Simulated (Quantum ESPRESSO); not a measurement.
## CaFe2As2: energy over the lowest, no spin polarisation against volume, fitted and tested on a withheld row

System: CaFe2As2, 1 Ca, 2 Fe and 2 As in the cell, space group Fmmm. From the study “CaFe2As2: magnetism against volume”.

Method: PBEsol; plane waves with GBRV 1.5 PBEsol potentials (Quantum ESPRESSO 7.5). Settings shared by all rows: cutoff 544.23 eV, 8×8×8 k-mesh, fermi-dirac occupations, smearing width 0.136 eV. Dashes mark runs that did not finish or were not started for lack of time.

Results; the value marked ? is withheld:

```tsv
volume (factor)	energy over the lowest, no spin polarisation (meV an atom)
0.8	?
0.86	12.8
0.92	16.2
0.96	45.4
1	90.7
1.05	164.5
1.1	252.5
```

Choose a law, fit it, and give the withheld energy over the lowest, no spin polarisation (volume = 0.8 factor).

**Law.** Energy against volume follows the Birch–Murnaghan form, which is a polynomial in the Eulerian strain: third order, a cubic in t = (V/0.96)^(−2/3) − 1. In symbols, E = c0 + c1 t + c2 t² + c3 t³, with energy over the lowest, no spin polarisation in meV an atom.

**Fit.** Least squares on 6 rows gives c0 = 45.413, c1 = -1365.07, c2 = 12060.3 and c3 = 3248.35.

```tsv
volume (factor)	t	computed	fit	computed − fit
0.86	0.07609	12.8	12.80	0.00
0.92	0.028779	16.2	16.19	0.01
0.96	0	45.4	45.41	-0.01
1	-0.026848	90.7	90.69	0.01
1.05	-0.057992	164.5	164.50	0.00
1.1	-0.086758	252.5	252.50	0.00
```

The slope vanishes at t = 0.05536, so the minimum lies at V = 0.96 × (1 + t)^(−3/2) = 0.8855. That is the minimum of this magnetic state alone.

Shape and fractional positions are held, so this modulus can lie above that of a cell free to relax.

**Prediction.** At volume = 0.8 factor, t = 0.12924, so the law predicts 77.45 meV an atom. The computed value is 77.0 meV an atom, 0.45 below the prediction. The row lies beyond the fitted rows, so this is an extrapolation.

[Logs and program files are shortened in this print: banners, set-up blocks, solver, clock and traceback lines can be left out without a mark of their own.]

[Logs are printed without paths, hosts, clocks, repeated set-up lines and the standing remarks that a program may print on its own settings, such as how far it seeks lower states.]

[Hosts, paths, dates, database ids (printed as entryN), source tags and the programs' standing remarks are cut or masked in the printed files.]

[Where a cell is said to come from a database of computed structures, the database is the Materials Project.]
